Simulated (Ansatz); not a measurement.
**Debugging a many-body input for Ga2O3 (R-3c)**

A first try at the G0W0 gap of Ga2O3 (R-3c), what the program said, and an input that works.

Method: G0W0 on PBE, plane waves, PAW, in Ansatz 0.2.0.

## 1. The starting structure

Symmetry: R-3c, No. 167, trigonal system. Conventional cell: a = 4.997 Å, b = 4.997 Å, c = 13.451 Å, α = 90.00°, β = 90.00°, γ = 120.00°. Nearest to Ga lie 6 O at 1.93 to 2.08 Å. Nearest to O lie 4 Ga at 1.93 to 2.08 Å. Farther neighbours and most contacts between anions are not listed.

Structure file:

```cif
data_structure
_symmetry_space_group_name_H-M 'P 1'
_symmetry_Int_Tables_number 1
_cell_length_a 5.3317
_cell_length_b 5.3317
_cell_length_c 5.3317
_cell_angle_alpha 55.894
_cell_angle_beta 55.894
_cell_angle_gamma 55.894
_cell_volume 96.97
loop_
_atom_site_label
_atom_site_type_symbol
_atom_site_fract_x
_atom_site_fract_y
_atom_site_fract_z
_atom_site_occupancy
Ga1 Ga 0.85559 0.85559 0.85559 1
Ga2 Ga 0.64441 0.64441 0.64441 1
Ga3 Ga 0.14441 0.14441 0.14441 1
Ga4 Ga 0.35559 0.35559 0.35559 1
O5 O 0.75000 0.44683 0.05317 1
O6 O 0.44683 0.05317 0.75000 1
O7 O 0.05317 0.75000 0.44683 1
O8 O 0.25000 0.55317 0.94683 1
O9 O 0.94683 0.25000 0.55317 1
O10 O 0.55317 0.94683 0.25000 1
```

The cell and positions are those that the Materials Project relaxed with its own functionals (PBE, PBE+U or r2SCAN), kept fixed. This is not the form that Ga2O3 usually takes at ambient conditions. The default PAW set here is soft_2. Its files were made with PBE.

## 2. First try

The input, input.yaml:

```yaml
crystal:
  lattice:
    - [2.4986991939, 1.4426246522, 4.4835497685]
    - [-2.4986991939, 1.4426246522, 4.4835497685]
    - [0.0, -2.8852493044, 4.4835497685]
  atoms:
    - { symbol: Ga, position: [0.85558558, 0.85558558, 0.85558558] }
    - { symbol: Ga, position: [0.64441442, 0.64441442, 0.64441442] }
    - { symbol: Ga, position: [0.14441442, 0.14441442, 0.14441442] }
    - { symbol: Ga, position: [0.35558558, 0.35558558, 0.35558558] }
    - { symbol: O, position: [0.75, 0.44683282, 0.05316718] }
    - { symbol: O, position: [0.44683282, 0.05316718, 0.75] }
    - { symbol: O, position: [0.05316718, 0.75, 0.44683282] }
    - { symbol: O, position: [0.25, 0.55316718, 0.94683282] }
    - { symbol: O, position: [0.94683282, 0.25, 0.55316718] }
    - { symbol: O, position: [0.55316718, 0.94683282, 0.25] }
kpoints:
  mp_grid: { grid: [4, 4, 4] }
hamiltonian:
  xc: pbe
scf:
  occupations: { method: fixed }
gw:
  n_empty_bands: 157
  ecut_chi: 10
  qp_bands: [v3, c3]
  qp_kpoints: band_edges
  screening: { model: contour_deformation }
```

Command:

```
> ansatz run input.yaml --threads 3 --pin off --max-ram 92160MiB --backend cuda --events-out ev --progress --plain --runs-dir out --devices 1 --max-vram 13GiB  # rebuilt from the run's record
```

Numbers of over 12 decimals in the logs are rounded to 6 here.

Log:

```text
GPUs: using 1 of 1 available (devices: 1).
Engine: ansatz 0.2.0, x86_64-unknown-linux-gnu
Pseudopotentials: kind: paw
Pseudopotential: Ga, paw, valence charge 13, recommended cutoff 420 eV (normal), Ga.paw.azcp
Pseudopotential: O, paw, valence charge 6, recommended cutoff 420 eV (normal), O.paw.azcp
Functional definition: PBE
  parameter kappa = 0.804
  parameter beta = 0.066725
  exchange = pbe_x(kappa = kappa, mu = beta*pi^2/3)
  correlation = pbe_c(beta = beta)
device memory: the entry about to start is reckoned to put 2.3 GiB on a device that reports 34.0 GiB free (of which the cap on the GPU budget leaves the run 13.0 GiB)
GPU FFT provider: cuFFT
GPU libraries: cuBLAS 13.8.2, cuFFT 12.4.0, cuSOLVER 12.3.4
Crystal: 10 atoms, lattice volume = 96.971 Å³
Basis set: ecut = 420 eV, 1899 PW (Γ)
Bands: 54, of which v1, the nominal top of the filled ones, is band 44 counted from 1 (43 counted from 0)
Symmetry: 12 space group operations
Space group: R-3c (ITA 167), of the structure as read, at distance tolerance 4.6e-5 Å
k-points: 13 of 64
Non-local potential: Ga, projectors of the file, l = 0: 2, l = 1: 2, l = 2: 3, l = 3: 1
Non-local potential: O, projectors of the file, l = 0: 2, l = 1: 2, l = 2: 1
PAW form: soft (Blöchl's): semilocal exchange-correlation on the pseudo side does not see the compensation charge
PAW one-centre angular grid: Ga, 590 points (default); XC on 64 Gauss nodes
PAW one-centre angular grid: O, 110 points (default); XC on 64 Gauss nodes
Initial density: superposition of atomic densities (neutral atoms: chi_scale 0, normalization atom), corrected by the library's trained network
Initial wavefunctions: pseudopotential atomic-orbital guess
GPU buffer pool allocated for 46656 grid points (all kernels)
GPU transforms: local potential and band sums: pruned to the plane-wave sphere, on 36×36×36
Functional: x = pbe(κ = 0.804, μ = 0.219515), c = pbe(β = 0.066725)
SCF iter   1: F=—  HF=-18539.724869 eV  |F-HF|=—  |Δ(HF+E_count)|=         —  Δρ=1.02e-3  dr2=2.21e-4  ethr=1.77e-3  ⟨swp⟩=4.9  Hψ=2185  notcnv=0  defer=103
preconditioner: auto → Resta (q_TF=auto, 2.685 Å⁻¹)  ε∞=4.8  [insulator: Δε(μ)=2.824 eV  Ē_g=18.161 eV  n_scr=26 (ndim 8)  ℏωp=35.4 eV  f_vac=0.015  ε∞_Penn≈4.8]
SCF iter   2: F=—  HF=-18539.725142 eV  |F-HF|=—  |Δ(HF+E_count)|=   2.73e-4  Δρ=5.68e-4  dr2=6.67e-5  ethr=2.51e-7  ⟨swp⟩=2.8  Hψ=1611  notcnv=0  defer=104
SCF iter   3: F=—  HF=-18539.725505 eV  |F-HF|=—  |Δ(HF+E_count)|=   3.64e-4  Δρ=2.57e-4  dr2=1.87e-5  ethr=7.58e-8  ⟨swp⟩=2.0  Hψ=1120  notcnv=0  defer=83
SCF iter   4: F=—  HF=-18539.725585 eV  |F-HF|=—  |Δ(HF+E_count)|=   7.97e-5  Δρ=3.61e-5  dr2=1.07e-6  ethr=2.12e-8  ⟨swp⟩=2.0  Hψ=1220  notcnv=0  defer=102
SCF iter   5: F=—  HF=-18539.725587 eV  |F-HF|=—  |Δ(HF+E_count)|=   2.02e-6  Δρ=1.29e-5  dr2=1.77e-7  ethr=1.22e-9  ⟨swp⟩=2.0  Hψ=1200  notcnv=0  defer=102
SCF iter   6: F=-18539.725587 eV  HF=-18539.725587 eV  |F-HF|=1.34e-8  |Δ(HF+E_count)|=   2.74e-7  Δρ=6.10e-6  dr2=2.27e-8  ethr=1.14e-10  ⟨swp⟩=10.2  Hψ=2512  notcnv=0
SCF 1 converged in 6 iterations: F = -18539.725587 eV  dr2 = 2.27e-8
[...]
device memory: the entry about to start is reckoned to put 2.8 GiB on a device that reports 32.8 GiB free (of which the cap on the GPU budget leaves the run 13.0 GiB)
NSCF: frozen V_eff on 13 k-points
[...]
device memory: the entry about to start is reckoned to put 4.0 GiB on a device that reports 30.8 GiB free (of which the cap on the GPU budget leaves the run 13.0 GiB)
NSCF: frozen V_eff on 13 k-points
G₀W₀ screening: q 1/13
[... further progress lines ...]
device memory: the entry about to start is reckoned to put 0.7 GiB on a device that reports 37.4 GiB free (of which the cap on the GPU budget leaves the run 13.0 GiB)
NSCF: frozen V_eff on 1 k-points
device memory: the entry about to start is reckoned to put 0.7 GiB on a device that reports 37.4 GiB free (of which the cap on the GPU budget leaves the run 13.0 GiB)
NSCF: frozen V_eff on 1 k-points
device memory: the entry about to start is reckoned to put 0.7 GiB on a device that reports 37.4 GiB free (of which the cap on the GPU budget leaves the run 13.0 GiB)
NSCF: frozen V_eff on 1 k-points
SCF converged after 6 iterations
Free energy (F): -18539.725587 eV
Harris-Foulkes:  -18539.725587 eV  (|F-HF|=1.34e-8)
Internal energy: -18539.725587 eV  (E = F + TS)
E sigma→0 (E₀):  -18539.725587 eV
Fermi energy:    9.108500 eV
--- Per-component energies (eV) ---
  E_band       = 7.470285
  E_kinetic    = 1524.242107
  E_local      = -8530.725543  (includes V_loc(G=0)·N_el)
  E_nonlocal   = 2024.137052
  E_hartree    = 3856.543503
  E_xc         = -713.426809
  E_vxc        = -791.904737  (∫ρ·V_xc dr)
  E_paw        = -8946.901422  (= ΣΔE_a)
  E_vpaw       = -1931.386655  (= ΣTr[D̂ρ^β])
  E_aug_tail   = 0.014649  (compensation charges beyond the density's cutoff)
  E_ewald      = -7753.609124
  E_smearing   = -0.000000  (= −TS)
  E_closure    = -0.000000  (closes the sum)
  Σ components = -18539.725587   (vs F -18539.725587, Δ=0.00e0)
--- Band table (eV; the first three rows and the last of 13) ---
  k-point 0: bands = [... 40 lower, 8.8345, 8.8345, 8.8974, 8.8974, 11.9367, 15.8182, 15.9706, 18.0316, ... 6 higher]
  k-point 1: bands = [... 40 lower, 8.5390, 8.5970, 8.9579, 9.1085, 13.5114, 15.6469, 16.4592, 17.3125, ... 6 higher]
  k-point 2: bands = [... 40 lower, 8.1715, 8.1715, 8.9972, 8.9972, 15.5381, 15.5381, 15.8705, 15.8705, ... 6 higher]
  k-point 12: bands = [... 40 lower, 8.8499, 8.8499, 8.8499, 8.8499, 14.9936, 14.9936, 17.0054, 17.0054, ... 6 higher]
--- G₀W₀: contour deformation, 6 samples at zero and on the imaginary axis and 2 off it, 64 q-points, 157 empty bands' worth ---
  eigenvalues of the whole cell's RPA ε∞ on this k-mesh (on a slab, of 1 + 4πα/V) = 4.3494, 4.4777, 4.4777; static W/v taken at q = 0 is 0.225394
  bands read: the sum over 201 bands ends inside a degenerate multiplet in 3 slots, whose members it reads at an even weight; the widest, k=12: bands 201 to 204 (counted from 1) at 1/4 each
  gw.qp_kpoints: band_edges: 13 of 13 stored k-points solved, in 1 pass; an edge of the gap read off the rows below is read off those points alone
    ik  band        ε_KS         Σx   Σc(E_QP)       V_xc       Z   E_QP_lin       E_QP  E_QP is
     0    42      8.8345   -28.1429     3.8190   -22.6203  0.8472     7.0995     7.1311  root
     0    43      8.8974   -27.0408     3.8215   -21.6108  0.8455     7.2608     7.2890  root
     0    44      8.8974   -27.0408     3.8215   -21.6108  0.8455     7.2608     7.2890  root
     0    45     11.9367   -13.4239    -3.0026   -17.9528  0.8654    13.4794    13.4629  root
     0    46     15.8182   -13.0208    -3.7109   -18.8227  0.8532    17.9578    17.9093  root
     0    47     15.9706    -9.8982    -3.7581   -15.4035  0.8574    17.7477    17.7177  root
     1    42      8.5970   -26.6823     3.8172   -21.3077  0.8444     7.0127     7.0396  root
     1    43      8.9579   -27.2555     3.8649   -21.7332  0.8452     7.2702     7.3006  root
     1    44      9.1085   -27.6186     3.8503   -22.0923  0.8463     7.4022     7.4327  root
     1    45     13.5114   -14.5986    -3.0549   -19.1812  0.8598    15.0578    15.0391  root
     1    46     15.6469   -12.7820    -3.6563   -18.4692  0.8550    17.7213    17.6778  root
     1    47     16.4592   -12.0873    -3.8935   -17.9661  0.8503    18.4907    18.4445  root
     2    42      8.1715   -26.2790     4.0473   -20.5239  0.8392     6.4277     6.4637  root
     2    43      8.9972   -27.5985     3.8703   -22.0437  0.8457     7.2814     7.3128  root
[...]
12    43      8.8499   -27.6093     3.8324   -22.1203  0.8462     7.1634     7.1934  root
    12    44      8.8499   -27.6093     3.8324   -22.1203  0.8462     7.1634     7.1934  root
    12    45     14.9936   -13.6976    -3.5282   -18.9515  0.8541    16.7490    16.7191  root
    12    46     14.9936   -13.6976    -3.5282   -18.9515  0.8541    16.7490    16.7191  root
    12    47     17.0054   -11.5408    -4.0076   -17.6870  0.8492    19.2019    19.1440  root
```

The job ended after 13 s (1 × NVIDIA H100 80GB HBM3 (shared by 6 runs) with 3 threads of AMD EPYC 7R13 (Zen 3), shared host; peak memory 1.2 GiB).

In the SCF lines HF is the Harris–Foulkes energy and dr2 the Hartree energy of the density residual, in eV; the loop may stop once dr2 is under the threshold and the program's other checks hold. Hψ counts applications of the Hamiltonian.

Q: What is the fault?

The run ended normally, though the input holds a fault or crude settings.

The fault: screening cutoff of 10 eV. Nearly all local fields and short-range correlation are left out.

It printed a gap of 6.03 eV, which is an artefact of the settings.

## 3. A better input

Now the one-shot GW correction: screening in the RPA, then the self-energy of the levels asked for.

Changes to input.yaml since step 2:

```diff
@@ -23,4 +23,4 @@
 gw:
-  n_empty_bands: 157
-  ecut_chi: 10
+  n_empty_bands: 207
+  ecut_chi: 96
   qp_bands: [v3, c3]
```

Log:

```text
GPUs: using 1 of 1 available (devices: 1).
[...]
GPU FFT provider: cuFFT
GPU libraries: cuBLAS 13.8.2, cuFFT 12.4.0, cuSOLVER 12.3.4
Crystal: 10 atoms, lattice volume = 96.971 Å³
Basis set: ecut = 420 eV, 1899 PW (Γ)
Bands: 54, of which v1, the nominal top of the filled ones, is band 44 counted from 1 (43 counted from 0)
Symmetry: 12 space group operations
[...]
k-points: 13 of 64
[...]
GPU buffer pool allocated for 46656 grid points (all kernels)
[...]
SCF iter   1: F=—  HF=-18539.724869 eV  |F-HF|=—  |Δ(HF+E_count)|=         —  Δρ=1.02e-3  dr2=2.21e-4  ethr=1.77e-3  ⟨swp⟩=4.9  Hψ=2185  notcnv=0  defer=103
[...]
SCF iter   6: F=-18539.725587 eV  HF=-18539.725587 eV  |F-HF|=1.34e-8  |Δ(HF+E_count)|=   2.74e-7  Δρ=6.10e-6  dr2=2.27e-8  ethr=1.14e-10  ⟨swp⟩=10.2  Hψ=2512  notcnv=0
SCF 1 converged in 6 iterations: F = -18539.725587 eV  dr2 = 2.27e-8
[...]
0    42      8.8345   -28.1429     4.8086   -22.6203  0.7747     8.1148     8.1206  root
     0    43      8.8974   -27.0408     4.7974   -21.6108  0.7719     8.2603     8.2649  root
     0    44      8.8974   -27.0408     4.7974   -21.6108  0.7719     8.2603     8.2649  root
     0    45     11.9367   -13.4239    -3.5326   -17.9528  0.8326    12.9391    12.9330  root
     0    46     15.8182   -13.0208    -4.2642   -18.8227  0.8140    17.3789    17.3558  root
     0    47     15.9706    -9.8982    -4.3922   -15.4035  0.8273    17.0950    17.0837  root
     1    42      8.5970   -26.6823     4.7227   -21.3077  0.7722     7.9400     7.9450  root
     1    43      8.9579   -27.2555     4.8626   -21.7332  0.7715     8.2931     8.2982  root
[...]
12    44      8.8499   -27.6093     4.8156   -22.1203  0.7730     8.1713     8.1765  root
    12    45     14.9936   -13.6976    -3.9265   -18.9515  0.8140    16.3368    16.3209  root
    12    46     14.9936   -13.6976    -3.9265   -18.9515  0.8140    16.3368    16.3209  root
    12    47     17.0054   -11.5408    -4.6854   -17.6870  0.8151    18.4898    18.4662  root
[key lines of the parts left out:]
SCF converged after 6 iterations
Free energy (F): -18539.725587 eV
Fermi energy:    9.108500 eV
```

Wall time 12 s (1 × NVIDIA H100 80GB HBM3 (shared by 6 runs) with 3 threads); peak memory 1.3 GiB.

This step gave:

| Quantity | Value |
| --- | --- |
| bands summed | 251 |
| RPA ε∞ on this mesh (eigenvalues) | 4.201, 4.334, 4.334 |
| plane waves in the screening matrix | 193 |
| q-points in the mesh | 64 |
| G0W0 gap on the mesh | 4.476 eV |
| k of the valence top | 0, 0, 0.25 |
| k of the conduction bottom | 0, 0, 0 |
| starting gap on the mesh | 2.828 eV |
| Z at the valence top | 0.7722 |
| Z at the conduction bottom | 0.8326 |
| least direct G0W0 gap on the computed points | 4.668 eV |

The gap on the mesh goes from 2.83 eV to 4.48 eV, a correction of +1.65 eV. Between the two edge states, bare exchange in place of the xc potential would open the gap by 10.06 eV, and correlation takes back 8.41 eV.

## 4. Summary of results

```json
{
  "first try": "converged after 13 s",
  "better run": "G0W0 gap on the mesh 4.48 eV (4×4×4 mesh, 207 empty bands, screening to 96 eV)"
}
```

The second run differs in: empty bands and screening cutoff (eV). Bands and cutoff are finite, so the gap is not at the basis limit. The miss can reach some tenths of an eV and take either sign; the mesh is an error of its own. The many-body steps are scalar-relativistic: spin-orbit coupling is not in them.

[Paths, hosts, dates, memory and timing lines, banners, echoed tables and standing remarks are left out of the program output.]

[Logs are printed without paths, hosts, clocks, repeated set-up lines and the standing remarks that a program may print on its own settings, such as how far it seeks lower states.]

[Runs of the session that timed out or met a known fault of the program may be left out.]

[Cells called generated may have been cut or substituted from an entry of the Crystallography Open Database or the Materials Project.]

[Hosts, paths, dates, database ids (printed as entryN), source tags and the programs' standing remarks are cut or masked in the printed files.]
